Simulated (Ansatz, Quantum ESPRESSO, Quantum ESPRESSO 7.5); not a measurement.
## Complex bands of LiH, rock salt type, lattice constant set to 3.822 Å

How good a tunnel barrier is LiH, rock salt type, lattice constant set to 3.822 Å?

Method: plane-wave DFT, LDA, GBRV ultrasoft pseudopotentials (cross-check by Ansatz 0.2.0 with PAW datasets), in Quantum ESPRESSO 7.5.

This is a report of a sequence of runs, with most program output left out.

### 1. The structure

Symmetry: Fm-3m, No. 225, cubic system. Conventional cell: a = 3.822 Å, b = 3.822 Å, c = 3.822 Å, α = 90.00°, β = 90.00°, γ = 90.00°. Nearest to Li lie 6 H at 1.91 Å. H has 6 Li at 1.91 Å nearest. Farther neighbours are not listed.

### 2. Ground state

pwcond needs a cell whose third axis lies along the current and stands perpendicular to the other two.

scf.in reads:

```
&control
  prefix = 'scf'
  outdir = './out'
  pseudo_dir = './pseudo'
  calculation = 'scf'
  tprnfor = .true.
/
&system
  ibrav = 0
  nat = 4
  ntyp = 2
  ecutwfc = 40
  ecutrho = 200
  occupations = 'fixed'
  nbnd = 8
/
&electrons
  conv_thr = 1e-09
  mixing_beta = 0.6
  electron_maxstep = 120
/
ATOMIC_SPECIES
  Li  6.9400  li_lda_v1.4.uspp.F.UPF
  H   1.0080  h_lda_v1.4.uspp.F.UPF
CELL_PARAMETERS angstrom
  2.70256211769498 0.00000000000000 0.00000000000000
  0.00000000000000 2.70256211769498 0.00000000000000
  0.00000000000000 0.00000000000000 3.82200000000000
ATOMIC_POSITIONS crystal
  Li  0.000000000000 0.000000000000 0.000000000000
  H   0.500000000000 0.500000000000 0.000000000000
  Li  0.500000000000 0.500000000000 0.500000000000
  H   0.000000000000 0.000000000000 0.500000000000
K_POINTS automatic
  8 8 6 0 0 0
```

Launch:

```
OMP_NUM_THREADS=1 mpirun -n 2 pw.x -nk 2 -in scf.in > scf.out
```

Elapsed: 2.5 s, on 2 MPI ranks of Intel Xeon 6975P-C (Granite Rapids), shared host; peak memory 0.12 GiB; 4.6 s of CPU time.

Numbers from this step:

| Property | Result |
| --- | --- |
| free energy | -422.1253 eV |
| valence top, on the run's zero | 1.428 eV |
| conduction bottom, on the run's zero | 3.889 eV |
| gap by band count | 2.461 eV |

The run needed 9 iterations to bring the estimated error under 1e-09 Ry.

### 3. Complex bands with pwcond.x

ikind = 0 solves one period of the crystal for all kz, real and complex, at each energy and k across. ewind and epsproj trim the two-dimensional plane-wave basis; nz1 sets the subslabs.

cbs.in reads:

```
&inputcond
  outdir = './out'
  prefixl = 'scf'
  band_file = 'cbs'
  ikind = 0
  ewind = 4.0
  epsproj = 1e-05
  nz1 = 7
  energy0 = 7.44
  denergy = -0.24
/
4
  0.00000000 0.00000000 1.00000000
  0.50000000 0.00000000 1.00000000
  0.50000000 0.50000000 1.00000000
  0.25000000 0.00000000 1.00000000
40
```

Launch:

```
OMP_NUM_THREADS=1 mpirun -n 2 pwcond.x -in cbs.in > cbs.out
```

Elapsed: 6.9 s, on 2 MPI ranks; peak memory 0.11 GiB.

Numbers from this step:

| Item | Value |
| --- | --- |
| peak of the smallest κ at the zone centre | 0.127 Å⁻¹ |
| energy of the peak at the zone centre | 1.2 eV |
| peak of the smallest κ at (1/2, 1/2) | 0.613 Å⁻¹ |
| peak of the smallest κ at (1/4, 0) | 0.27 Å⁻¹ |

K across = (0, 0) in the cell's reciprocal vectors; values within 0.0025 1/Å of each other count once, columns are sorted by size at each energy, a dash where no further value was kept. Table of Im kz of the slowest decaying states by energy, zero at the highest filled level of the SCF mesh:

```tsv
energy (eV)	decay 1 (Å⁻¹)	decay 2 (Å⁻¹)	decay 3 (Å⁻¹)
-1.92	1.87	1.89	2.08
-1.68	1.85	1.90	2.07
-1.20	1.81	1.93	2.04
-0.96	1.80	1.95	2.02
-0.72	1.78	2.00	2.88
-0.24	1.74	1.97	1.98
0.00	1.72	1.96	1.98
0.24	0.078	1.71	1.94
0.72	0.118	1.67	1.91
0.96	0.125	1.65	1.89
1.20	0.127	1.63	1.87
1.68	0.116	1.59	1.84
1.92	0.102	1.57	1.82
2.16	0.08	1.55	1.80
2.64	1.51	1.77	1.87
2.88	1.49	1.75	1.85
3.36	1.44	1.72	1.83
3.60	1.42	1.70	1.82
3.84	1.40	1.68	1.81
4.32	1.35	1.64	1.79
4.56	1.33	1.62	1.77
4.80	1.30	1.60	1.76
5.28	1.25	1.56	1.74
5.52	1.23	1.54	1.73
5.76	1.2	1.52	1.71
6.24	1.15	1.48	1.69
6.48	1.12	1.46	1.68
6.72	1.09	1.44	1.66
7.20	1.03	1.39	1.63
7.44	0.994	1.37	1.62
```

K across = (0, 0) in the cell's reciprocal vectors. The Re kz of states that move upwards, channel 1 by energy, zero at the highest filled level of the SCF mesh:

```tsv
energy (eV)	Re kz of states that move upwards, channel 1 (Å⁻¹)
-1.92	-0.345
-1.68	-0.310
-1.44	-0.275
-1.20	-0.240
-0.96	-0.205
-0.72	-0.169
-0.48	-0.131
-0.24	-0.0880
0.00	-0.00236
0.24	-
0.72	-
0.96	-
1.20	-
1.44	-
1.68	-
1.92	-
2.16	-
2.40	-
2.64	0.0676
2.88	0.107
3.12	0.139
3.36	0.167
3.60	0.193
3.84	0.218
4.08	0.242
4.32	0.265
4.56	0.288
4.80	0.310
5.28	0.352
5.52	0.373
5.76	0.394
6.00	0.414
6.24	0.434
6.48	0.454
6.72	0.473
6.96	0.493
7.20	0.512
7.44	0.531
```

K across = (1/2, 0) in the cell's reciprocal vectors; values within 0.0025 1/Å of each other count once, columns are sorted by size at each energy, a dash where no further value was kept. The Im kz of the slowest decaying states by energy, zero at the highest filled level of the SCF mesh:

```tsv
energy (eV)	decay 1 (Å⁻¹)	decay 2 (Å⁻¹)	decay 3 (Å⁻¹)
-1.92	1.23	2.20	3.14
-1.68	1.24	2.19	3.13
-1.20	1.24	2.16	3.11
-0.96	1.24	2.14	3.10
-0.72	1.23	2.13	3.09
-0.24	1.22	2.10	3.07
0.00	1.19	1.23	2.08
0.24	1.10	1.3	2.07
0.72	1.01	1.35	2.04
0.96	0.976	1.36	2.02
1.20	0.94	1.37	2.00
1.68	0.87	1.39	1.97
1.92	0.834	1.39	1.96
2.16	0.798	1.40	1.94
2.64	0.724	1.40	1.91
2.88	0.685	1.40	1.89
3.36	0.6	1.39	1.86
3.60	0.553	1.39	1.84
3.84	0.502	1.39	1.82
4.32	0.382	1.38	1.79
4.56	0.305	1.37	1.77
4.80	0.2	1.37	1.75
5.28	1.36	1.71	2.82
5.52	1.35	1.70	2.81
5.76	1.34	1.68	2.79
6.24	1.32	1.64	2.77
6.48	1.32	1.62	2.76
6.72	1.31	1.60	2.75
7.20	1.29	1.56	2.73
7.44	1.28	1.54	2.71
```

K across = (1/2, 1/2) in the cell's reciprocal vectors; values within 0.0025 1/Å of each other count once, columns are sorted by size at each energy, a dash where no further value was kept. Table of Im kz of the slowest decaying states by energy, zero at the highest filled level of the SCF mesh:

```tsv
energy (eV)	decay 1 (Å⁻¹)	decay 2 (Å⁻¹)	decay 3 (Å⁻¹)
-1.92	0.869	1.08	2.99
-1.44	0.761	1.02	2.97
-0.96	0.611	0.954	2.95
-0.48	0.319	0.885	2.92
-0.24	0.848	2.91	3.20
0.00	0.81	2.90	3.19
0.24	0.377	0.769	2.89
0.72	0.562	0.681	2.87
1.20	0.58	0.651	2.84
1.68	0.456	0.703	2.82
2.16	0.283	0.736	2.79
2.64	0.758	2.77	3.07
2.88	0.765	2.75	3.06
3.36	0.774	2.73	3.04
3.84	0.777	2.70	3.02
4.32	0.775	2.68	3.00
4.80	0.769	2.65	2.98
5.28	0.759	2.62	2.96
5.76	0.746	2.60	2.94
6.00	0.737	2.58	2.93
6.48	0.719	2.56	2.90
6.96	0.696	2.53	2.88
7.44	0.669	2.50	2.86
```

K across = (1/4, 0) in the cell's reciprocal vectors; values within 0.0025 1/Å of each other count once, columns are sorted by size at each energy, a dash where no further value was kept. Im kz of the slowest decaying states against energy, zero at the highest filled level of the SCF mesh:

```tsv
energy (eV)	decay 1 (Å⁻¹)	decay 2 (Å⁻¹)	decay 3 (Å⁻¹)
-1.92	1.57	1.86	1.96
-1.68	1.54	1.85	1.94
-1.20	1.50	1.83	1.91
-0.96	1.48	1.82	1.89
-0.72	1.45	1.81	1.87
-0.24	0.173	1.40	1.80
0.00	0.205	1.38	1.79
0.24	0.228	1.35	1.78
0.72	0.256	1.30	1.76
0.96	0.264	1.27	1.75
1.20	0.268	1.25	1.73
1.68	0.268	1.19	1.69
1.92	0.263	1.16	1.68
2.16	0.256	1.13	1.66
2.64	0.229	1.07	1.62
2.88	0.21	1.03	1.60
3.36	0.147	0.965	1.56
3.60	0.088	0.929	1.53
3.84	0.893	1.51	1.62
4.32	0.816	1.47	1.60
4.56	0.776	1.45	1.58
4.80	0.736	1.43	1.57
5.28	0.651	1.38	1.55
5.52	0.608	1.36	1.53
5.76	0.564	1.33	1.52
6.24	0.475	1.28	1.50
6.48	0.429	1.26	1.48
6.72	0.381	1.23	1.47
7.20	0.274	1.18	1.44
7.44	0.207	1.15	1.43
```

The program's own clock; routines nest. Time by routine:

```tsv
routine	wall time (s)	calls
PWCOND	6.15	1
scatter_forw	3.94	160
compbs	1.74	160
compbs_2	1.64	160
init	0.4	1
poten	0.13	1
local	0.06	4
```

### 4. Complex band structure, with epsproj = 0.01

How much does a setting matter? One run is repeated with a change.

cbs.w.in is the input of step 3 with these lines changed:

```diff
@@ -3,6 +3,6 @@
   prefixl = 'scf'
-  band_file = 'cbs'
+  band_file = 'cbs.w'
   ikind = 0
   ewind = 4.0
-  epsproj = 1e-05
+  epsproj = 0.01
   nz1 = 7
```

Launch:

```
OMP_NUM_THREADS=1 mpirun -n 2 pwcond.x -in cbs.w.in > cbs.w.out
```

Run time: 3.8 s. Hardware: 2 MPI ranks; peak memory 0.1 GiB.

The changed values were drawn from a wide range, not chosen for quality; the comparison shows what they did here together.

Beside the run it was changed from:

```tsv
quantity	this run	unchanged run	difference
peak of the smallest κ at the zone centre (Å⁻¹)	0.127	0.127	0
peak of the smallest κ at (1/2, 1/2) (Å⁻¹)	0.586	0.613	-0.027
wall time (s)	3.8	6.9
```

The physical values in this table move by up to 4.4 %.

### 5. Cross-check with Ansatz

As a check, the same structure is run in Ansatz.

Level of this step: plane-wave DFT, LDA, Ansatz PAW (Ansatz 0.2.0).

input.yaml reads:

```yaml
crystal:
  lattice:
    - [2.7025621177, 0.0, 0.0]
    - [0.0, 2.7025621177, 0.0]
    - [0.0, 0.0, 3.822]
  atoms:
    - { symbol: Li, position: [0.0, 0.0, 0.0] }
    - { symbol: H, position: [0.5, 0.5, 0.0] }
    - { symbol: Li, position: [0.5, 0.5, 0.5] }
    - { symbol: H, position: [0.0, 0.0, 0.5] }
kpoints:
  mp_grid: { grid: [8, 8, 6] }
hamiltonian:
  xc: lda
scf:
  occupations: { method: fixed }
  convergence: { dr2_threshold: 1.0e-09 }
output:
  transmission:
    leads: [[0, 0]]
    kpoints: [[0, 0], [0.5, 0], [0.5, 0.5], [0.25, 0]]
    e_range: [-1.92, 7.44]
    de: 0.24
```

Launch:

```
ansatz run input.yaml --threads 2 --pin off --max-ram 4096MiB --backend cpu --events-out ev --progress --plain --runs-dir out
```

Elapsed: 1.3 s, on 2 threads; peak memory 0.33 GiB.

Numbers from this step:

```
free energy                                      : -436.4099 eV
symmetry operations                              : 32
slowest decay at the grid energy nearest mid-gap : 0.1269 Å⁻¹
peak of the smallest κ at the zone centre        : 0.1269 Å⁻¹
peak of the smallest κ at (1/2, 1/2)             : 0.6132 Å⁻¹
peak of the smallest κ at (1/4, 0)               : 0.2700 Å⁻¹
valence top, on the run's zero                   : 1.551 eV
```

K across = (0, 0) in the cell's reciprocal vectors; values within 0.0025 1/Å of each other count once, columns are sorted by size at each energy, a dash where no further value was kept. Im kz of the slowest decaying states against energy, zero at the highest filled level of the SCF mesh:

```tsv
energy (eV)	decay 1 (Å⁻¹)	decay 2 (Å⁻¹)
-1.92	-	-
-1.68	-	-
-1.44	-	-
-1.20	-	-
-0.96	-	-
-0.72	-	-
-0.48	-	-
-0.24	-	-
0.00	0.0075	-
0.24	0.0785	-
0.72	0.118	-
0.96	0.125	-
1.20	0.127	-
1.44	0.124	-
1.68	0.116	-
1.92	0.102	-
2.16	0.0804	-
2.40	0.0378	-
2.64	-	-
2.88	1.49	-
3.12	1.46	-
3.36	1.44	-
3.60	1.42	-
3.84	1.40	-
4.08	1.37	-
4.32	1.35	-
4.56	1.33	-
4.80	1.30	-
5.28	1.25	-
5.52	1.23	-
5.76	1.20	-
6.00	1.17	-
6.24	1.14	1.48
6.48	1.12	1.46
6.72	1.09	1.44
6.96	1.06	1.41
7.20	1.03	1.39
7.44	0.993	1.37
```

K across = (0, 0) in the cell's reciprocal vectors. The Re kz of states that move upwards, channel 1 by energy, zero at the highest filled level of the SCF mesh:

```tsv
energy (eV)	Re kz of states that move upwards, channel 1 (Å⁻¹)
-1.92	-0.345
-1.68	-0.310
-1.20	-0.240
-0.96	-0.205
-0.72	-0.169
-0.24	-0.0877
0.00	-
0.24	-
0.72	-
0.96	-
1.20	-
1.68	-
1.92	-
2.16	-
2.64	0.0675
2.88	0.107
3.36	0.167
3.60	0.193
3.84	0.218
4.32	0.265
4.56	0.288
4.80	0.310
5.28	0.352
5.52	0.373
5.76	0.394
6.24	0.434
6.48	0.454
6.72	0.473
7.20	0.512
7.44	0.531
```

K across = (1/2, 0) in the cell's reciprocal vectors; values within 0.0025 1/Å of each other count once, columns are sorted by size at each energy, a dash where no further value was kept. The Im kz of the slowest decaying states by energy, zero at the highest filled level of the SCF mesh:

```tsv
energy (eV)	decay 1 (Å⁻¹)	decay 2 (Å⁻¹)
-1.92	1.23	-
-1.68	1.24	-
-1.20	1.24	-
-0.96	1.24	-
-0.72	1.23	-
-0.24	1.22	-
0.00	1.20	1.23
0.24	1.11	1.30
0.72	1.01	1.35
0.96	0.977	1.36
1.20	0.941	1.37
1.68	0.870	1.39
1.92	0.835	1.39
2.16	0.799	1.39
2.64	0.724	1.40
2.88	0.685	1.40
3.36	0.600	1.39
3.60	0.554	1.39
3.84	0.503	1.39
4.32	0.383	1.38
4.56	0.306	1.37
4.80	0.201	1.37
5.28	1.36	-
5.52	1.35	-
5.76	1.34	-
6.24	1.32	-
6.48	1.32	-
6.72	1.31	-
7.20	1.29	-
7.44	1.28	-
```

K across = (1/2, 1/2) in the cell's reciprocal vectors; values within 0.0025 1/Å of each other count once, columns are sorted by size at each energy, a dash where no further value was kept. Table of Im kz of the slowest decaying states by energy, zero at the highest filled level of the SCF mesh:

```tsv
energy (eV)	decay 1 (Å⁻¹)	decay 2 (Å⁻¹)
-1.92	0.869	1.08
-1.44	0.761	1.02
-0.96	0.611	0.954
-0.48	0.317	0.885
-0.24	0.848	-
0.00	0.0317	0.810
0.24	0.378	0.769
0.72	0.563	0.681
1.20	0.580	0.651
1.68	0.457	0.703
2.16	0.284	0.737
2.64	0.758	-
2.88	0.765	-
3.36	0.774	-
3.84	0.777	-
4.32	0.775	-
4.80	0.769	-
5.28	0.759	-
5.76	0.746	-
6.00	0.737	-
6.48	0.718	-
6.96	0.696	-
7.44	0.669	-
```

K across = (1/4, 0) in the cell's reciprocal vectors; values within 0.0025 1/Å of each other count once, columns are sorted by size at each energy, a dash where no further value was kept. Table of Im kz of the slowest decaying states by energy, zero at the highest filled level of the SCF mesh:

```tsv
energy (eV)	decay 1 (Å⁻¹)	decay 2 (Å⁻¹)	decay 3 (Å⁻¹)
-1.92	-	-	-
-1.44	-	-	-
-0.96	1.48	-	-
-0.48	0.126	1.43	-
-0.24	0.173	1.40	-
0.00	0.205	1.38	-
0.24	0.228	1.35	-
0.72	0.256	1.30	-
1.20	0.269	1.25	-
1.68	0.268	1.19	-
2.16	0.256	1.13	-
2.64	0.229	1.07	-
2.88	0.210	1.03	-
3.36	0.147	0.965	-
3.84	0.893	-	-
4.32	0.816	1.47	-
4.80	0.736	1.43	-
5.28	0.651	1.38	-
5.76	0.564	1.33	-
6.00	0.520	1.31	-
6.48	0.428	1.26	1.48
6.96	0.330	1.21	1.46
7.44	0.207	1.15	1.43
```

### 6. By hand

T falls as exp(−2κd). With κ = 0.127 1/Å, 10 Å of barrier pass exp(−2 × 0.127 × 10) = 0.079 of that channel, interfaces aside.

### 7. Summary of results

```yaml
gap_on_the_scf_mesh: 2.46 eV
smallest_kappa_at_mid_gap_among_the_four_k_points_at_the_zone_centre: 0.127 Å⁻¹
peak_of_the_smallest_kappa_in_the_stop_band_at_the_zone_centre: 0.127 Å⁻¹
peak_of_the_smallest_kappa_in_the_stop_band_at_1_over_2_1_over_2: 0.613 Å⁻¹
peak_of_the_smallest_kappa_in_the_stop_band_at_1_over_4_0: 0.270 Å⁻¹
energy_of_the_peak_at_the_zone_centre_over_the_highest_filled_level: 1.20 eV
peak_at_the_zone_centre_by_ansatz: 0.127 Å⁻¹
```

In words: With a gap of 2.46 eV on the mesh, the smallest κ at mid-gap among the four k points, at the zone centre is 0.127 Å⁻¹ (LDA, GBRV ultrasoft). For a barrier with the Fermi level at mid-gap the slowest state found, at the zone centre, loses a factor of ten in probability every 9.1 Å or so. Stop bands away from the zone centre are mostly wider than the gap, so their peaks can lie above the conduction bottom. At the zone centre pwcond's peak is 0.127 and Ansatz's 0.127 1/Å, 0 % apart. The cell is the a/√2 one, turned by 45°, with two primitive cells, so X along [001] folds onto kz = 0. A semilocal gap is too small, often by a third to a half and by more in narrow-gap crystals, so real barriers decay faster.

[Logs are printed without paths, hosts, clocks, repeated set-up lines and the standing remarks that a program may print on its own settings, such as how far it seeks lower states.]

[Hosts, paths, dates, database ids (printed as entryN), source tags and the programs' standing remarks are cut or masked in the printed files.]

[Maps of the electrostatic potential energy from Ansatz leave out the sawtooth potential of an applied field or a dipole correction, so their vacuum need not be flat; planar profiles and work functions include it.]
